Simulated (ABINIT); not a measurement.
An input for ABINIT 10.8.3 (WSe2 (P6_3/mmc)):

```
acell 3*1.0 Angstrom
rprim 
  3.290000000028 -0.000000000007 0.000000000000
  -1.645000000008 2.849223578479 0.000000000000
  0.000000000000 0.000000000000 12.970000000000
ntypat 2
znucl 74 34
natom 6
typat 1 1 2 2 2 2
xred 
  0.333333333333 0.666666666667 0.250000000000
  0.666666666667 0.333333333333 0.750000000000
  0.333333333333 0.666666666667 0.621000000000
  0.666666666667 0.333333333333 0.121000000000
  0.333333333333 0.666666666667 0.879000000000
  0.666666666667 0.333333333333 0.379000000000
pp_dirpath "pseudos"
pseudos "W.upf, Se.upf"
ecut 58
ngkpt 3 3 1
nshiftk 1
shiftk 0 0 0
kptopt 1
chksymbreak 0
iscf -2
irdden 1
istwfk *1
nband 143
nbdbuf 12
tolwfr 1e-09
nstep 60
prtvol 0
indata_prefix "in"
outdata_prefix "out"
tmpdata_prefix "tmp"
```

The database entry behind the starting cell differs from later determinations by our own check (a about 0.2 % long), so it need not match the best structure at ambient conditions.

```sh
OMP_NUM_THREADS=1 mpirun -n 3 abinit run.abi > log
```

Q: How long will it take on 3 MPI ranks of Arm Neoverse V2, shared host, and how much memory?

It took 1.7 min; on shared hardware allow 50 s to 3.4 min. Peak host memory was 0.45 GiB.

[Paths, hosts, dates, memory and timing lines, banners, echoed tables and standing remarks are left out of the program output.]

[Logs are printed without paths, hosts, clocks, repeated set-up lines and the standing remarks that a program may print on its own settings, such as how far it seeks lower states.]

[Runs of the session that timed out or met a known fault of the program may be left out.]

[No measured gap is set beside runs whose start may be inverted or whose files or cutoffs have a known fault.]

[Hosts, paths, dates, database ids (printed as entryN), source tags and the programs' standing remarks are cut or masked in the printed files.]

[G0W0 gaps are taken among the corrected bands and points alone; a level outside them can change the order at an edge.]

[Where Ansatz stands beside ABINIT at settings called matched, ABINIT's density can come from a denser mesh and the files from another edition; pairs whose starting gaps differed by over 0.03 eV were left out, so agreement reads better than it is.]
